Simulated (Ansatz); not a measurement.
# AlN (F-43m): phonons and vibrational spectra

Wanted: phonon frequencies of AlN (F-43m) and what follows from them.

Calculated with Ansatz 0.2.0; DFT LDA, scalar-relativistic, plane waves, PAW; PAW set soft_1.

## (1) Starting point

It takes space group F-43m (No. 216, cubic). The conventional cell has a = 4.368 Å, b = 4.368 Å, c = 4.368 Å, α = 90.00°, β = 90.00°, γ = 90.00°. Nearest to Al lie 4 N at 1.89 Å. Nearest to N lie 4 Al at 1.89 Å. Farther neighbours and most contacts between anions are not listed.

## (2) Bringing the structure to rest

The cell and atoms are relaxed, since residual forces and stress would shift the frequencies.

The input, input.yaml:

```yaml
crystal:
  lattice:
    - [0.0, 2.1839935596, 2.1839935596]
    - [2.1839935596, 0.0, 2.1839935596]
    - [2.1839935596, 2.1839935596, 0.0]
  atoms:
    - { symbol: Al, position: [0.0, 0.0, 0.0] }
    - { symbol: "N", position: [0.75, 0.75, 0.75] }
kpoints:
  mp_grid: { grid: [8, 8, 8] }
hamiltonian:
  xc: lda
  pseudopotentials: { kind: paw, azcp: { folder: soft_1 }, xc_functional: pbe }
scf:
  occupations: { method: gaussian, width: 0.02 }
output:
  forces: true
  stress: true
  eigenvalues: true
relax:
  adjacent_minimum: "off"
  f_tol: 0.005
  max_steps: 80
  cell: { stress_tol: 0.05 }
```

The run is started by

```
$ ansatz run input.yaml --threads 4 --pin off --max-ram 10240MiB --backend cpu --events-out ev --progress --plain --runs-dir out
```

Numbers of over 12 decimals in the logs are rounded to 6 here.

Output:

```text
Engine: ansatz 0.2.0, x86_64-unknown-linux-gnu
Pseudopotentials: kind: paw
Pseudopotential: Al, paw, valence charge 3, recommended cutoff 420 eV (normal), soft_1/Al.paw.azcp
Pseudopotential: N, paw, valence charge 5, recommended cutoff 420 eV (normal), soft_1/N.paw.azcp
Functional definition: SPW92
  exchange = slater_x
  correlation = pw_c
Crystal: 2 atoms, lattice volume = 20.835 Å³
Basis set: ecut = 420 eV, 411 PW (Γ)
Bands: 8, of which v1, the nominal top of the filled ones, is band 4 counted from 1 (3 counted from 0)
Symmetry: 24 space group operations
Space group: F-43m (ITA 216), of the structure as read, at distance tolerance 2.8e-5 Å
k-points: 29 of 512 (time reversal used)
Non-local potential: Al, projectors of the file, l = 0: 2, l = 1: 2, l = 2: 1
Non-local potential: N, projectors of the file, l = 0: 2, l = 1: 2, l = 2: 1
PAW form: soft (Blöchl's): semilocal exchange-correlation on the pseudo side does not see the compensation charge
PAW frozen core: Al, regenerated for the run's functional, and the local potential with it (the file was generated under x = pbe(κ = 0.804, μ = 0.219515), c = pbe(β = 0.066725))
PAW frozen core: N, regenerated for the run's functional, and the local potential with it (the file was generated under x = pbe(κ = 0.804, μ = 0.219515), c = pbe(β = 0.066725))
PAW one-centre angular grid: Al, 110 points (default); XC on 64 Gauss nodes
PAW one-centre angular grid: N, 110 points (default); XC on 64 Gauss nodes
Initial density: superposition of atomic densities (chi_scale 0.1, normalization cell, long waves kept (reshape's long-wave potential 0.00 eV rms))
Initial wavefunctions: pseudopotential atomic-orbital guess
Functional: x = slater, c = lda
SCF iter   1: F=—  HF=-891.282943 eV  |F-HF|=—  |Δ(HF+E_count)|=         —  Δρ=1.34e-1  dr2=4.56e0  ethr=3.10e-3  ⟨swp⟩=4.6  Hψ=1686  notcnv=0
preconditioner: auto → none  [insulator: Δε(μ)=5.576 eV  Ē_g=16.420 eV  σ=0.020 eV  W_gap=1.00  n_scr=0 (ndim 8)  ℏωp=23.0 eV  f_vac=0.000  D(μ)=0.00/eV (n_scr^D=0)  ε∞_Penn≈3.0]
SCF iter   2: F=—  HF=-890.058770 eV  |F-HF|=—  |Δ(HF+E_count)|=    1.22e0  Δρ=7.75e-2  dr2=7.72e-1  ethr=3.10e-3  ⟨swp⟩=3.0  Hψ=771  notcnv=0
SCF iter   3: F=—  HF=-889.826806 eV  |F-HF|=—  |Δ(HF+E_count)|=   2.32e-1  Δρ=2.20e-2  dr2=5.20e-2  ethr=3.10e-3  ⟨swp⟩=2.4  Hψ=566  notcnv=0
SCF iter   4: F=—  HF=-889.806872 eV  |F-HF|=—  |Δ(HF+E_count)|=   1.99e-2  Δρ=1.01e-3  dr2=7.82e-5  ethr=6.50e-4  ⟨swp⟩=2.0  Hψ=347  notcnv=0
SCF iter   5: F=—  HF=-889.806833 eV  |F-HF|=—  |Δ(HF+E_count)|=   3.90e-5  Δρ=2.83e-4  dr2=5.63e-6  ethr=9.78e-7  ⟨swp⟩=2.0  Hψ=342  notcnv=0
SCF iter   6: F=-889.806830 eV  HF=-889.806830 eV  |F-HF|=4.44e-8  |Δ(HF+E_count)|=   3.47e-6  Δρ=2.95e-5  dr2=8.70e-8  ethr=1.25e-9  ⟨swp⟩=2.2  Hψ=868  notcnv=0
SCF 1 converged in 6 iterations: F = -889.806830 eV  dr2 = 8.70e-8
  greatest PAW one-centre occupation: 0.782 electrons in one spin orbital (limit 2), on the N atom at site 1 (counted from 0), in its partial waves of l = 0
relax step   1: F+E_penalty+E_count = -889.80682971 eV  Δ(F+E_penalty+E_count) = +0.000e0 eV  max|allowed force component| = 1.850e-16 eV/Å  Δτ_max = 0.0000 Å  P = -3.628 GPa  Ω = 20.835 Å³  (6 SCF iters, dr2 threshold 1.00e-7 eV, accepted)
Crystal: 2 atoms, lattice volume = 20.651 Å³
Initial density: handed on by an earlier stage of this run
Initial wavefunctions: those handed on with the density
iter 1 solved again at ethr=1.27e-5 eV; its pass at ethr=3.10e-3 eV (dr2=1.02e-3 eV) is discarded
SCF iter   1: F=—  HF=-889.810712 eV  |F-HF|=—  |Δ(HF+E_count)|=         —  Δρ=2.08e-3  dr2=1.03e-3  ethr=1.27e-5  ⟨swp⟩=1.0  Hψ=1885  notcnv=0
preconditioner: auto → none  [insulator: Δε(μ)=3.277 eV  Ē_g=15.314 eV  σ=0.020 eV  W_gap=1.00  n_scr=0 (ndim 8)  ℏωp=23.1 eV  f_vac=0.000  D(μ)=0.00/eV (n_scr^D=0)  ε∞_Penn≈3.3]
SCF iter   2: F=—  HF=-889.810441 eV  |F-HF|=—  |Δ(HF+E_count)|=   2.71e-4  Δρ=1.03e-3  dr2=1.57e-4  ethr=1.27e-5  ⟨swp⟩=2.2  Hψ=437  notcnv=0
SCF iter   3: F=—  HF=-889.810390 eV  |F-HF|=—  |Δ(HF+E_count)|=   5.08e-5  Δρ=1.91e-4  dr2=5.23e-6  ethr=1.96e-6  ⟨swp⟩=2.6  Hψ=341  notcnv=0
SCF iter   4: F=-889.810386 eV  HF=-889.810386 eV  |F-HF|=4.72e-9  |Δ(HF+E_count)|=   3.68e-6  Δρ=1.27e-5  dr2=1.60e-8  ethr=2.50e-9  ⟨swp⟩=2.7  Hψ=871  notcnv=0
SCF 2 converged in 4 iterations: F = -889.810386 eV  dr2 = 1.60e-8
relax step   2: F+E_penalty+E_count = -889.81038619 eV  Δ(F+E_penalty+E_count) = -3.556e-3 eV  max|allowed force component| = 1.041e-16 eV/Å  Δτ_max = 0.0000 Å  P = -1.827 GPa  Ω = 20.651 Å³  energy of the carried Pulay correction = +4.295e-4 eV  (4 SCF iters, dr2 threshold 2.00e-7 eV, accepted)
Crystal: 2 atoms, lattice volume = 20.469 Å³
iter 1 solved again at ethr=1.31e-5 eV; its pass at ethr=3.10e-3 eV (dr2=1.05e-3 eV) is discarded
SCF iter   1: F=—  HF=-889.812177 eV  |F-HF|=—  |Δ(HF+E_count)|=         —  Δρ=2.13e-3  dr2=1.06e-3  ethr=1.31e-5  ⟨swp⟩=1.0  Hψ=1888  notcnv=0
preconditioner: auto → none  [insulator: Δε(μ)=3.282 eV  Ē_g=15.401 eV  σ=0.020 eV  W_gap=1.00  n_scr=0 (ndim 8)  ℏωp=23.2 eV  f_vac=0.000  D(μ)=0.00/eV (n_scr^D=0)  ε∞_Penn≈3.3]
SCF iter   2: F=—  HF=-889.811895 eV  |F-HF|=—  |Δ(HF+E_count)|=   2.82e-4  Δρ=1.03e-3  dr2=1.57e-4  ethr=1.31e-5  ⟨swp⟩=2.2  Hψ=438  notcnv=0
SCF iter   3: F=—  HF=-889.811845 eV  |F-HF|=—  |Δ(HF+E_count)|=   5.00e-5  Δρ=1.91e-4  dr2=5.14e-6  ethr=1.96e-6  ⟨swp⟩=2.6  Hψ=338  notcnv=0
SCF iter   4: F=-889.811841 eV  HF=-889.811841 eV  |F-HF|=4.95e-9  |Δ(HF+E_count)|=   3.76e-6  Δρ=1.32e-5  dr2=1.68e-8  ethr=2.50e-9  ⟨swp⟩=2.6  Hψ=876  notcnv=0
SCF 3 converged in 4 iterations: F = -889.811841 eV  dr2 = 1.68e-8
  greatest PAW one-centre occupation: 0.783 electrons in one spin orbital (limit 2), on the N atom at site 1 (counted from 0), in its partial waves of l = 0
relax step   3: F+E_penalty+E_count = -889.81184138 eV  Δ(F+E_penalty+E_count) = -1.455e-3 eV  max|allowed force component| = 1.041e-16 eV/Å  Δτ_max = 0.0000 Å  P = +0.046 GPa  Ω = 20.469 Å³  energy of the carried Pulay correction = +8.616e-4 eV  (4 SCF iters, dr2 threshold 2.00e-7 eV, accepted)
Initial wavefunctions: pseudopotential atomic-orbital guess (no wavefunctions were taken with the density)
iter 1 solved again at ethr=4.71e-8 eV; its pass at ethr=3.10e-3 eV (dr2=3.77e-6 eV) is discarded
SCF iter   1: F=—  HF=-889.811036 eV  |F-HF|=—  |Δ(HF+E_count)|=         —  Δρ=9.52e-5  dr2=2.92e-7  ethr=4.71e-8  ⟨swp⟩=2.8  Hψ=2381  notcnv=0
preconditioner: auto → none  [insulator: Δε(μ)=3.249 eV  Ē_g=15.385 eV  σ=0.020 eV  W_gap=1.00  n_scr=0 (ndim 8)  ℏωp=23.2 eV  f_vac=0.000  D(μ)=0.00/eV (n_scr^D=0)  ε∞_Penn≈3.3]
SCF iter   2: F=—  HF=-889.811035 eV  |F-HF|=—  |Δ(HF+E_count)|=   1.03e-6  Δρ=4.47e-5  dr2=8.26e-8  ethr=3.65e-9  ⟨swp⟩=2.6  Hψ=339  notcnv=0
SCF iter   3: F=—  HF=-889.811035 eV  |F-HF|=—  |Δ(HF+E_count)|=   1.89e-8  Δρ=1.88e-5  dr2=1.39e-8  ethr=1.03e-9  ⟨swp⟩=2.0  Hψ=318  notcnv=0
SCF iter   4: F=—  HF=-889.811035 eV  |F-HF|=—  |Δ(HF+E_count)|=   2.54e-9  Δρ=1.21e-6  dr2=6.67e-11  ethr=1.73e-10  ⟨swp⟩=2.7  Hψ=344  notcnv=0
SCF iter   5: F=-889.811035 eV  HF=-889.811035 eV  |F-HF|=0.00e0  |Δ(HF+E_count)|=  3.08e-11  Δρ=1.87e-8  dr2=4.17e-14  ethr=1.00e-12  ⟨swp⟩=4.6  Hψ=717  notcnv=0
SCF 4 converged in 5 iterations: F = -889.811035 eV  dr2 = 4.17e-14
relax step   4: F+E_penalty+E_count = -889.81103533 eV  Δ(F+E_penalty+E_count) = +8.061e-4 eV  max|allowed force component| = 1.180e-16 eV/Å  Δτ_max = 0.0000 Å  P = -0.027 GPa  Ω = 20.469 Å³  stress off target by 2.68e-2 GPa  SCF on the basis re-selected at this cell (its energy is not comparable with the rows above)  (5 SCF iters)
basis re-selected at this cell: Δ(F+E_penalty+E_count) = +8.061e-4 eV, ΔP = -0.073 GPa vs the last step (what re-selecting the basis moved, of the pressure what is left beyond the Pulay correction that the steps carried, after the strain that the cell walked since its last selection, with what the two solves' SCF thresholds leave and, on support functions, any second-order correction that the steps lacked; it is no m [...]
SCF converged after 5 iterations
Free energy (F): -889.811035 eV
Harris-Foulkes:  -889.811035 eV  (|F-HF|=0.00e0)
Internal energy: -889.811035 eV  (E = F + TS)
E sigma→0 (E₀):  -889.811035 eV
Fermi energy:    8.479241 eV
--- Per-component energies (eV) ---
  E_band       = 14.518910
  E_kinetic    = 156.776257
  E_local      = -208.063431  (includes V_loc(G=0)·N_el)
  E_nonlocal   = 46.756090
  E_hartree    = 75.724675
  E_xc         = -98.120985
  E_vxc        = -106.822848  (∫ρ·V_xc dr)
  E_paw        = -564.659809  (= ΣΔE_a)
  E_vpaw       = -25.577399  (= ΣTr[D̂ρ^β])
  E_aug_tail   = 0.000892  (compensation charges beyond the density's cutoff)
  E_ewald      = -298.360485
  E_core_change = 0.135761  (= ΣΔE_core)
  E_smearing   = -0.000000  (= −TS)
  E_closure    = 0.000000  (closes the sum)
  Σ components = -889.811035   (vs F -889.811035, Δ=0.00e0)
--- Forces (eV/Å), atoms counted from 1 ---
  atom   1  Al     0.00000000     0.00000000     0.00000000
  atom   2  N     -0.00000000    -0.00000000    -0.00000000
  max |Σ_I F_I| component: 9.71e-17 eV/Å
--- Stress (GPa, compression-positive) ---
       -0.026850       0.000000       0.000000
        0.000000      -0.026850       0.000000
        0.000000       0.000000      -0.026850
  P = ⅓ Tr σ = -0.0268 GPa (-0.268 kbar)
--- Band table (eV; the first three rows and the last of 29) ---
  k-point 0: bands = ["-8.0594", "6.8545", "6.8545", "6.8545", "11.2403", "19.3834", "19.3834", "19.3834"]
  k-point 1: bands = ["-7.8231", "5.6810", "6.7755", "6.7755", "12.1549", "18.8188", "19.5545", "19.5545"]
  k-point 2: bands = ["-7.1713", "3.5721", "6.5968", "6.5968", "13.4322", "17.8227", "19.1292", "19.1292"]
  k-point 28: bands = ["-5.1568", "3.0218", "3.3266", "4.0998", "12.8569", "18.1935", "18.8581", "19.0827"]
--- Relaxed structure (3 steps of the walk, 3 accepted, 1 SCFs on fresh bases) ---
  F+E_penalty+E_count = -889.81103533 eV   max|allowed force component| = 1.180e-16 eV/Å   (the final SCF, on the basis selected at the relaxed cell)
  cell:  # Å, volume = 20.4686 Å³
    - [0, 2.171133, 2.171133]
    - [2.171133, 0, 2.171133]
    - [2.171133, 2.171133, 0]
  atoms:
    - { symbol: Al, position: [0, 0, 0] }
    - { symbol: N, position: [0.750000, 0.750000, 0.750000] }
```

Elapsed: 0.72 s, on 4 threads of AMD EPYC 9R14 (Zen 4), shared host; peak memory 0.42 GiB.

The steps of the relaxation:

```
step  energy less that of the first step (eV)  largest force component (eV/Å)  pressure (GPa)  volume (Å³)
   1                                   0.0000                          0.0000           -3.63        20.83
   2                                  -0.0036                          0.0000           -1.83        20.65
   3                                  -0.0050                          0.0000            0.05        20.47
  4*                                  -0.0042                          0.0000           -0.03        20.47
```

Relaxation steps marked * repeat the geometry before them on a plane-wave basis chosen anew for their cell, so energy and pressure can jump there.

Forces are held to the 24 operations that the run works with; a distortion that breaks them can't arise in this run.

```
conventional cell, symmetrised  before  after  change
                         a (Å)   4.368  4.342  -0.6 %
                         b (Å)   4.368  4.342  -0.6 %
                         c (Å)   4.368  4.342  -0.6 %
              volume (Å³/atom)   10.42  10.23  -1.8 %
```

The relaxed structure:

```xyz
2
Lattice="0.0000 2.1711 2.1711 2.1711 0.0000 2.1711 2.1711 2.1711 0.0000" Properties=species:S:1:pos:R:3 pbc="T T T"
Al    0.0000    0.0000    0.0000
N     3.2567    3.2567    3.2567
```

Numbers from this step:

- pressure: -0.02685 GPa
- gap on the k-mesh: 3.249 eV
- volume per atom: 10.23 Å³
- direct gap on mesh: 4.386 eV

In this step the volume went from 10.42 to 10.23 Å³/atom.

## (3) Relaxing to small forces for the phonons

Phonons need a cell at rest on their own settings, so the relaxation is repeated with tight tolerances on forces and stress on the k mesh and occupations of the first response run.

input.yaml, the sections that differ from step 2:

```yaml
crystal:
  lattice:
    - [0.0, 2.1711328631, 2.1711328631]
    - [2.1711328631, 0.0, 2.1711328631]
    - [2.1711328631, 2.1711328631, 0.0]
  atoms:
    - { symbol: Al, position: [0.0, 0.0, 0.0] }
    - { symbol: "N", position: [0.75, 0.75, 0.75] }
scf:
  occupations: { method: fixed }
relax:
  adjacent_minimum: "off"
  f_tol: 0.001
  max_steps: 60
  cell: { stress_tol: 0.01 }
# kpoints, hamiltonian, output: as in step 2
```

Output:

```text
[...]
Crystal: 2 atoms, lattice volume = 20.469 Å³
Basis set: ecut = 420 eV, 411 PW (Γ)
Bands: 8, of which v1, the nominal top of the filled ones, is band 4 counted from 1 (3 counted from 0)
Symmetry: 24 space group operations
[...]
k-points: 29 of 512 (time reversal used)
[...]
P = ⅓ Tr σ = 0.0018 GPa (0.018 kbar)
--- Band table (eV; the first three rows and the last of 29) ---
[...]
--- Relaxed structure (3 steps of the walk, 3 accepted, 1 SCFs on fresh bases) ---
[...]
cell:  # Å, volume = 20.4659 Å³
    - [0, 2.171035, 2.171035]
    - [2.171035, 0, 2.171035]
    - [2.171035, 2.171035, 0]
  atoms:
    - { symbol: Al, position: [0, 0, 0] }
    - { symbol: N, position: [0.750000, 0.750000, 0.750000] }
[key lines of the parts left out:]
SCF converged after 4 iterations
Free energy (F): -889.811042 eV
Fermi energy:    6.855952 eV
```

Run time: 0.66 s. Hardware: 4 threads; peak memory 0.41 GiB; 1.8 s of CPU time.

Little changed from the start: no atom moved by 0.005 Å and no cell edge by 0.1 %.

Numbers from this step:

* pressure: 0.001788 GPa
* gap on the k-mesh: 3.250 eV
* direct gap on mesh: 4.387 eV

The forces vanish by symmetry and the pressure is 0.002 GPa, within the tolerances set. The cell now holds 10.23 Å³/atom.

(Continued in part 2 of 3.)

[Logs are printed without paths, hosts, clocks, repeated set-up lines and the standing remarks that a program may print on its own settings, such as how far it seeks lower states.]

[Hosts, paths, dates, database ids (printed as entryN), source tags and the programs' standing remarks are cut or masked in the printed files.]
